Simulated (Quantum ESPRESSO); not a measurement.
# Aluminum (Fm-3m): phonons by linear response, part 2 of 3

How does Aluminum (Fm-3m) vibrate, and is this structure a minimum?

Quantum ESPRESSO 7.5; DFT LDA, scalar-relativistic, plane waves, PseudoDojo norm-conserving pseudopotentials.

So far. Step 2 (A first look): No gap opens on this mesh, so smearing is kept; the start stands at -4.0 GPa. Step 4 (Ground state): The cell stands at 0.0070 GPa, close enough for phonons. The relaxed cell has a = 3.978 Å (conventional setting).

## Step 5: Phonons on a q mesh

Linear response treats each wavevector in the unit cell, with no supercell; the 4×4×4 mesh fixes the range of the force constants to be had.

ph.in

```
phonons
&INPUTPH
  prefix       = 'x'
  outdir       = './tmp'
  fildyn       = 'x.dyn'
  tr2_ph       = 1.0d-18
  alpha_mix(1) = 0.4
  nmix_ph      = 8
  ldisp        = .true.
  nq1          = 4
  nq2          = 4
  nq3          = 4
/
```

Launch:

```console
OMP_NUM_THREADS=1 mpirun -n 4 ph.x -nk 4 -in ph.in > ph.out
```

The program printed:

```text
[banners, grids, parts of the stress and lines that vanish by symmetry left out]
[banner, memory and clock lines left out]
Program PHONON v.7.5

     ./tmp/x.save/

     IMPORTANT: XC functional enforced from input :
     Exchange-correlation= PW
                           (   1   4   0   0   0   0   0)
     Any further DFT definition will be discarded
     Please, verify this is what you really want

     G-vector sticks info

     Reading collected, re-writing distributed wavefunctions in ./tmp/

     Dynamical matrices for ( 4, 4, 4)  uniform grid of q-points
     (   8 q-points):
       N         xq(1)         xq(2)         xq(3)
       1   0.000000000   0.000000000   0.000000000
       2   0.176776695   0.176776695  -0.176776695
       3  -0.353553391  -0.353553391   0.353553391
       4   0.353553391   0.000000000   0.000000000
[...]
Number and degeneracy of irreps per q-point
       N         xq(1)         xq(2)         xq(3)   N irreps
       1   0.000000000   0.000000000   0.000000000       1
        3
       2   0.176776695   0.176776695  -0.176776695       2
        1   2
       3  -0.353553391  -0.353553391   0.353553391       2
        1   2
       4   0.353553391   0.000000000   0.000000000       2
        1   2
       5  -0.176776695  -0.530330086   0.530330086       3
     No degeneracy
       6   0.000000000  -0.353553391   0.353553391       3
     No degeneracy
       7  -0.707106781   0.000000000   0.000000000       2
        1   2
       8  -0.707106781   0.353553391   0.000000000       2
        1   2

     Calculation of q =    0.0000000   0.0000000   0.0000000

     phonons

     bravais-lattice index     =            0
     lattice parameter (alat)  =       5.3161  a.u.
     unit-cell volume          =     106.2338 (a.u.)^3
     number of atoms/cell      =            1
     number of atomic types    =            1
     kinetic-energy cut-off    =      44.0000  Ry
     charge density cut-off    =     176.0000  Ry
     convergence threshold     =      1.0E-18
     beta                      =       0.4000
     number of iterations used =            8
     Exchange-correlation= PW
                           (   1   4   0   0   0   0   0)

     celldm(1)=    5.31609  celldm(2)=    0.00000  celldm(3)=    0.00000
     celldm(4)=    0.00000  celldm(5)=    0.00000  celldm(6)=    0.00000

     crystal axes: (cart. coord. in units of alat)
               a(1) = (  0.0000  0.7071  0.7071 )
               a(2) = (  0.7071  0.0000  0.7071 )
               a(3) = (  0.7071  0.7071  0.0000 )

     reciprocal axes: (cart. coord. in units 2 pi/alat)
               b(1) = ( -0.7071  0.7071  0.7071 )
               b(2) = (  0.7071 -0.7071  0.7071 )
               b(3) = (  0.7071  0.7071 -0.7071 )

     Atoms inside the unit cell:

     Cartesian axes

     site n.  atom      mass           positions (alat units)
        1  Al     26.9815   tau(    1) = (    0.00000    0.00000    0.00000  )

     Computing dynamical matrix for
                    q = (   0.0000000   0.0000000   0.0000000 )

     49 Sym.Ops. (with q -> -q+G )

     G cutoff =  125.9906  (   4279 G-vectors)     FFT grid: ( 24, 24, 24)

     number of k points=   145  Marzari-Vanderbilt smearing, width (Ry)=  0.0200

     PseudoPot. # 1 for Al read from file:
     ./pseudo/Al.upf
     Pseudo is Norm-conserving + core correction, Zval =  3.0

     Mode symmetry, O_h (m-3m)  point group:

     Atomic displacements:
     There are    1 irreducible representations

     Representation     1      3 modes -  To be done

     Alpha used in Ewald sum =   2.0000

     Representation #   1 modes #   1   2   3

     Self-consistent Calculation
      iter #   1   av.it.:   4.5
      thresh= 1.000E-02 alpha_mix =  0.400 |ddv_scf|^2 =  2.430E-08
      iter #   2   av.it.:   7.6
      thresh= 1.559E-05 alpha_mix =  0.400 |ddv_scf|^2 =  6.973E-09
      iter #   3   av.it.:   7.9
      thresh= 8.350E-06 alpha_mix =  0.400 |ddv_scf|^2 =  3.479E-11
      iter #   4   av.it.:   7.9
      thresh= 5.898E-07 alpha_mix =  0.400 |ddv_scf|^2 =  1.627E-13
[...]
End of self-consistent calculation

     Convergence has been achieved

     Number of q in the star =    1
     List of q in the star:
[...]
Diagonalizing the dynamical matrix

     q = (    0.000000000   0.000000000   0.000000000 )

 **************************************************************************
     freq (    1) =       0.005000 [THz] =       0.166775 [cm-1]
     freq (    2) =       0.005000 [THz] =       0.166775 [cm-1]
     freq (    3) =       0.005000 [THz] =       0.166775 [cm-1]
 **************************************************************************

     Mode symmetry, O_h (m-3m)  point group:

     freq (   1-   3) =          0.2  [cm-1]   --> T_1u G_15  G_4- I

     Calculation of q =    0.1767767   0.1767767  -0.1767767
     [... set-up and bands at k+q left out ...]

     Mode symmetry, C_3v (3m)   point group:

     Atomic displacements:
     There are    2 irreducible representations

     Representation     1      1 modes -  To be done

     Representation     2      2 modes -  To be done

     Message from routine init_vloc:
     Interpolation table for Vloc re-allocated

     Alpha used in Ewald sum =   2.0000

     Representation #   1 mode #   1

     Self-consistent Calculation

[...]
[... iterations left out ...]
[...]
End of self-consistent calculation

     Convergence has been achieved

     Representation #   2 modes #   2   3

     Self-consistent Calculation

[...]
[... iterations left out ...]
[...]
End of self-consistent calculation

     Convergence has been achieved

     Number of q in the star =    8
     List of q in the star:
[...]
Diagonalizing the dynamical matrix

     q = (    0.176776695   0.176776695  -0.176776695 )

 **************************************************************************
     freq (    1) =       3.457531 [THz] =     115.330827 [cm-1]
     freq (    2) =       3.457531 [THz] =     115.330827 [cm-1]
     freq (    3) =       7.091532 [THz] =     236.548045 [cm-1]
 **************************************************************************

     Mode symmetry, C_3v (3m)   point group:

     freq (   1-   2) =        115.3  [cm-1]   --> E    L_3
     freq (   3-   3) =        236.5  [cm-1]   --> A_1  L_1

     Calculation of q =   -0.3535534  -0.3535534   0.3535534
     [... set-up and bands at k+q left out ...]

     Mode symmetry, D_3d (-3m)  point group:

     Atomic displacements:
     There are    2 irreducible representations

     Representation     1      1 modes -  To be done

[...]
Alpha used in Ewald sum =   2.0000

     Representation #   1 mode #   1

     Self-consistent Calculation

[...]
[... iterations left out ...]
[...]
End of self-consistent calculation

     Convergence has been achieved

     Representation #   2 modes #   2   3

[...]
[... iterations left out ...]
[...]
Convergence has been achieved

     Number of q in the star =    4
     List of q in the star:
[...]
Diagonalizing the dynamical matrix

     q = (   -0.353553391  -0.353553391   0.353553391 )

[...]
freq (    1) =       4.340437 [THz] =     144.781379 [cm-1]
     freq (    2) =       4.340437 [THz] =     144.781379 [cm-1]
     freq (    3) =       9.864117 [THz] =     329.031537 [cm-1]
[...]
Mode symmetry, D_3d (-3m)  point group:

     freq (   1-   2) =        144.8  [cm-1]   --> E_u  L_3'
     freq (   3-   3) =        329.0  [cm-1]   --> A_2u L_2'

     Calculation of q =    0.3535534   0.0000000   0.0000000
     [... set-up and bands at k+q left out ...]

     Mode symmetry, C_4v (4mm)  point group:

     Atomic displacements:
     There are    2 irreducible representations

[...]
Alpha used in Ewald sum =   2.0000

     Representation #   1 mode #   1

[...]
Convergence has been achieved

     Representation #   2 modes #   2   3

[...]
Convergence has been achieved

     Number of q in the star =    6
     List of q in the star:
[...]
Diagonalizing the dynamical matrix

     q = (    0.353553391   0.000000000   0.000000000 )

[...]
freq (    1) =       4.306283 [THz] =     143.642155 [cm-1]
     freq (    2) =       4.306283 [THz] =     143.642155 [cm-1]
     freq (    3) =       7.462875 [THz] =     248.934713 [cm-1]
[...]
Mode symmetry, C_4v (4mm)  point group:

     freq (   1-   2) =        143.6  [cm-1]   --> E    G_5 D_5
     freq (   3-   3) =        248.9  [cm-1]   --> A_1  G_1 D_1

     Calculation of q =   -0.1767767  -0.5303301   0.5303301
     [... set-up and bands at k+q left out ...]

     Mode symmetry, C_s (m)     point group:

     Atomic displacements:
     There are    3 irreducible representations

[...]
Alpha used in Ewald sum =   2.0000

     Representation #   1 mode #   1

[...]
Convergence has been achieved

[...]
Convergence has been achieved

[...]
Convergence has been achieved

     Number of q in the star =   24
     List of q in the star:
[...]
Diagonalizing the dynamical matrix

     q = (   -0.176776695  -0.530330086   0.530330086 )

[...]
freq (    1) =       5.341817 [THz] =     178.183819 [cm-1]
     freq (    2) =       6.809113 [THz] =     227.127548 [cm-1]
     freq (    3) =       9.064171 [THz] =     302.348216 [cm-1]
[...]
Mode symmetry, C_s (m)     point group:

     freq (   1-   1) =        178.2  [cm-1]   --> A''
     freq (   2-   2) =        227.1  [cm-1]   --> A'
     freq (   3-   3) =        302.3  [cm-1]   --> A'

     Calculation of q =    0.0000000  -0.3535534   0.3535534
     [... set-up and bands at k+q left out ...]

     Mode symmetry, C_2v (mm2)  point group:

     Atomic displacements:
     There are    3 irreducible representations

[...]
Alpha used in Ewald sum =   2.0000

[...]
Convergence has been achieved

[...]
Convergence has been achieved

[...]
Convergence has been achieved

     Number of q in the star =   12
     List of q in the star:
[...]
Diagonalizing the dynamical matrix

     q = (    0.000000000  -0.353553391   0.353553391 )

[...]
freq (    1) =       4.802976 [THz] =     160.210034 [cm-1]
     freq (    2) =       6.667535 [THz] =     222.405037 [cm-1]
     freq (    3) =       8.493628 [THz] =     283.316921 [cm-1]
[...]
Mode symmetry, C_2v (mm2)  point group:

     freq (   1-   1) =        160.2  [cm-1]   --> B_1  D_3  S_3
     freq (   2-   2) =        222.4  [cm-1]   --> B_2  D_4  S_4
     freq (   3-   3) =        283.3  [cm-1]   --> A_1  D_1  S_1

     Calculation of q =   -0.7071068   0.0000000   0.0000000
     [... set-up and bands at k+q left out ...]

     Mode symmetry, D_4h(4/mmm) point group:

     Atomic displacements:
     There are    2 irreducible representations

[...]
Alpha used in Ewald sum =   2.0000

     Representation #   1 mode #   1

[...]
Convergence has been achieved

     Representation #   2 modes #   2   3

[...]
Convergence has been achieved

     Number of q in the star =    3
     List of q in the star:
[...]
Diagonalizing the dynamical matrix

     q = (   -0.707106781   0.000000000   0.000000000 )

[...]
freq (    1) =       6.067234 [THz] =     202.381139 [cm-1]
     freq (    2) =       6.067234 [THz] =     202.381139 [cm-1]
     freq (    3) =       9.794648 [THz] =     326.714303 [cm-1]
[...]
Mode symmetry, D_4h(4/mmm) point group:

     freq (   1-   2) =        202.4  [cm-1]   --> E_u  X_5' M_5'
     freq (   3-   3) =        326.7  [cm-1]   --> A_2u X_4' M_4'

     Calculation of q =   -0.7071068   0.3535534   0.0000000
     [... set-up and bands at k+q left out ...]

     Mode symmetry, D_2d (-42m) point group:

     Atomic displacements:
     There are    2 irreducible representations

     Representation     1      1 modes -  To be done

     Representation     2      2 modes -  To be done

     Alpha used in Ewald sum =   2.0000

     Representation #   1 mode #   1

     Self-consistent Calculation

[...]
[... iterations left out ...]
[...]
End of self-consistent calculation

     Convergence has been achieved

     Representation #   2 modes #   2   3

     Self-consistent Calculation

      iter #   1   av.it.:   5.0
      thresh= 1.000E-02 alpha_mix =  0.400 |ddv_scf|^2 =  8.201E-07

      [... iterations left out ...]
      iter #   8   av.it.:   7.7
      thresh= 5.021E-10 alpha_mix =  0.400 |ddv_scf|^2 =  1.681E-19

     End of self-consistent calculation

     Convergence has been achieved

     Number of q in the star =    6
     List of q in the star:
[...]
5   0.353553391  -0.000000000  -0.707106781
          6  -0.353553391   0.000000000   0.707106781

     Diagonalizing the dynamical matrix

     q = (   -0.707106781   0.353553391   0.000000000 )

 **************************************************************************
     freq (    1) =       6.715100 [THz] =     223.991638 [cm-1]
     freq (    2) =       8.304615 [THz] =     277.012130 [cm-1]
     freq (    3) =       8.304615 [THz] =     277.012130 [cm-1]
 **************************************************************************

     Mode symmetry, D_2d (-42m) point group:

     freq (   1-   1) =        224.0  [cm-1]   --> B_2  X_3  W_2
     freq (   2-   3) =        277.0  [cm-1]   --> E    X_5  W_3


[key lines of the parts left out:]
the Fermi energy is     8.2399 ev
```

Wall time 6.2 min (4 MPI ranks of Intel Xeon at 2.70GHz, shared host); 25 min of CPU time.

Numbers from this step:

```yaml
largest_acoustic_frequency_at_the_zone_centre_before_the_sum_rule: 0.17 cm⁻¹
lowest_mode_on_the_q_mesh_acoustic_ones_at_the_zone_centre_apart: 115.3 cm⁻¹
```

Frequencies (cm⁻¹) at each irreducible wavevector; negative means imaginary. Frequencies by wavevector:

| q (fractions) | star | mode 1 | mode 2 | mode 3 |
| --- | --- | --- | --- | --- |
| 0 0 0 | 1 | 0.17 | 0.17 | 0.17 |
| 0 0 0.25 | 8 | 115.3 | 115.3 | 236.6 |
| 0 0 -0.5 | 4 | 144.8 | 144.8 | 329 |
| 0 0.25 0.25 | 6 | 143.6 | 143.6 | 248.9 |
| 0 0.25 -0.5 | 24 | 178.2 | 227.1 | 302.4 |
| 0 0.25 -0.25 | 12 | 160.2 | 222.4 | 283.3 |
| 0 -0.5 -0.5 | 3 | 202.4 | 202.4 | 326.7 |
| 0.25 -0.5 -0.25 | 6 | 224 | 277 | 277 |

The acoustic modes at Γ come out as far as 0.2 cm⁻¹ from zero, where they should vanish, a small numerical error.

## Step 6: Force constants in real space

The dynamical matrices of the mesh are Fourier-transformed to force constants in real space.

q2r.in

```
&INPUT
  fildyn = 'x.dyn'
  zasr   = 'simple'
  flfrc  = 'x.fc'
/
```

Launch:

```console
q2r.x < q2r.in > q2r.out
```

The program printed:

```text
[banners, grids, parts of the stress and lines that vanish by symmetry left out]
[banner, memory and clock lines left out]
Program Q2R v.7.5

  reading grid info from file x.dyn0

  reading force constants from file x.dyn1
  Dielectric Tensor not found
  nqs=            1
 q=   0.00000000  0.00000000  0.00000000
  reading force constants from file x.dyn2
  nqs=            8
 q=   0.17677670  0.17677670 -0.17677670
[...]
reading force constants from file x.dyn7
  nqs=            3
[...]
reading force constants from file x.dyn8
  nqs=            6
[...]
q=   0.35355339 -0.00000000 -0.70710678
 q=  -0.35355339  0.00000000  0.70710678

      q-space grid ok, #points =   64

      fft-check success (sum of imaginary terms < 10^-12)
```

Run time: 0.83 s. Hardware: 1 thread.

## Step 7: Interpolated phonon bands

From the force constants any wavevector is cheap; points of the mesh come back as solved, but for the sum rule and, in polar crystals, the LO-TO term at Γ; the rest is interpolation.

matdyn.in

```
&INPUT
  asr              = 'simple'
  flfrc            = 'x.fc'
  flfrq            = 'x.freq'
  flvec            = 'x.modes'
  q_in_band_form   = .true.
  q_in_cryst_coord = .true.
/
8
  0.0000000   0.0000000   0.0000000  12  ! GAMMA
  0.5000000  -0.0000000   0.5000000  12  ! X
  0.6250000   0.2500000   0.6250000   1  ! U
  0.3750000   0.3750000   0.7500000  12  ! K
  0.0000000   0.0000000   0.0000000  12  ! GAMMA
  0.5000000   0.5000000   0.5000000  12  ! L
  0.5000000   0.2500000   0.7500000  12  ! W
  0.5000000  -0.0000000   0.5000000   1  ! X
```

Launch:

```console
matdyn.x -in matdyn.in > matdyn.out
```

The program printed:

```text
[banner, memory and clock lines left out]
Program MATDYN v.7.5

 mass for atomic type   1 not given; uses mass from file x.fc
     Message from routine matdyn:
     Z* not found in file x.fc, TO-LO splitting at q=0 will be absent!
     Message from routine matdyn:
     Z* not found in file x.fc, TO-LO splitting at q=0 will be absent!

Note: The following floating-point exceptions are signalling: IEEE_UNDERFLOW_FLAG
```

Wall time 0.68 s (1 thread).

This step gave:

```yaml
lowest_frequency_on_the_path: 0 cm⁻¹
mean_frequency: 215.9 cm⁻¹
debye_temperature_second_moment: 418 K
logarithmic_mean_frequency: 205.5 cm⁻¹
```

Matdyn.x, sum rule simple. Phonon branches along the path, in cm⁻¹:

| point | branch 1 | branch 2 | branch 3 |
| --- | --- | --- | --- |
| Γ | 0 | 0 | 0 |
| halfway | 144 | 144 | 249 |
| X | 202 | 202 | 327 |
| halfway | 200 | 225 | 319 |
| U | 192 | 266 | 296 |
| jump to K | 192 | 266 | 296 |
| halfway | 137 | 172 | 252 |
| Γ | 0 | 0 | 0 |
| halfway | 115 | 115 | 236 |
| L | 145 | 145 | 329 |
| halfway | 177 | 222 | 310 |
| W | 224 | 277 | 277 |
| halfway | 213 | 231 | 312 |
| X | 202 | 202 | 327 |

The phonon branches as a text plot (rows in cm⁻¹):

```
    322 |          *****                        ******        ***
    308 |         *     *                      *      *      *
    295 |        *       *  **                         **   *
    281 |                 **  *               *          ***
    267 |       *           *  *             *          ** *
    254 |      *         *      *                      *    *
    240 |               *    *              *                *
    226 |     *               *  *                    *   *** *
    212 |             **                                **   ***
    199 |          *******     *  *        *         * *       **
    185 |    *    *       ***
    171 |        *           *  *         *         ***
    158 |       *             *    *               **
    144 |   *  *               * *             *****
    130 |     *                 *        *   **
    117 |                        **         *
    103 |  * *                    * *      *
     89 |                          *    * *
     75 |   *                      *
     62 |                           *    *
     48 | **                         ** *
     34 |                            **
     21 | *
      7 |*                             *
         Γ           X  U|K            Γ         L        W     X
```

Lowest modes at the softest wavevector of the mesh; phase exp(i q.(R + tau)). Modes at q = (0.250, 0.000, 0.000):

| mode | frequency (cm⁻¹) |
| --- | --- |
| 1 | 115.3 |
| 2 | 115.3 |
| 3 | 236.5 |

Displacements in mode 1 (115.3 cm⁻¹), the largest set to 1, in the home cell:
```
Al1  0.44  1.00 -0.56
```

Displacements in mode 3 (236.5 cm⁻¹), the largest set to 1, in the home cell:
```
Al1  1.00 -1.00 -1.00
```

(Part 2 of 3 ends here.)

[Host names and launcher messages were left out of these logs when they were recorded.]

[Logs are printed without paths, hosts, clocks, repeated set-up lines and the standing remarks that a program may print on its own settings, such as how far it seeks lower states.]

[Hosts, paths, dates, database ids (printed as entryN), source tags and the programs' standing remarks are cut or masked in the printed files.]
